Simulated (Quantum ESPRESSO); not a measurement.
Entries from a set of simulations; values are calculated unless marked as measured.

```json
{"subject": "Gd (Gadolinium): energy against a fixed spin moment", "lattice_ang": [[3.636, 0.0, 0.0], [-1.818, 3.1489, 0.0], [0.0, 0.0, 5.7826]], "atoms": [["Gd", 0.3333, 0.6667, 0.25], ["Gd", 0.6667, 0.3333, 0.75]], "method": "PBE; plane waves with SSSP 1.3 efficiency PBE potentials, no spin-orbit coupling (and 1 further level or step)", "program": "Quantum ESPRESSO 7.5", "settings_of_one_run": "SSSP 1.3 efficiency PBE, potential files Gd: Gd.paw.z_18.atompaw.wentzcovitch.v1.2.upf, cutoff 680.28 eV, 8×8×8 k-mesh, 32 bands, fermi-dirac occupations, smearing width 0.1 eV, collinear spin, SCF threshold 4.00e-9, starting moments 7 7 μB", "cost": "10 runs, 67 min in all on 2 MPI ranks of Arm Neoverse N1, shared host (the runs of this entry)", "notes": "The run is spin-polarised, with a total moment of 15.22 μB a cell (absolute 15.22). Known weakness: open f shell state may not be lowest. All runs start parallel; opposed orders may lie lower. Without a U the 4f states are treated as itinerant, which they seldom are.", "results": {"moment_of_the_free_run": "15.22 μB a cell", "delta_e_delta_m2_from_the_lowest_point_to_15p41_and_to_12p84_mu_b": "118 and 57 meV/μB²"}}
```

[Logs and program files are shortened in this print: banners, set-up blocks, solver, clock and traceback lines can be left out without a mark of their own.]

[Logs are printed without paths, hosts, clocks, repeated set-up lines and the standing remarks that a program may print on its own settings, such as how far it seeks lower states.]

[Hosts, paths, dates, database ids (printed as entryN), source tags and the programs' standing remarks are cut or masked in the printed files.]

[Where a cell is said to come from a database of computed structures, the database is the Materials Project.]
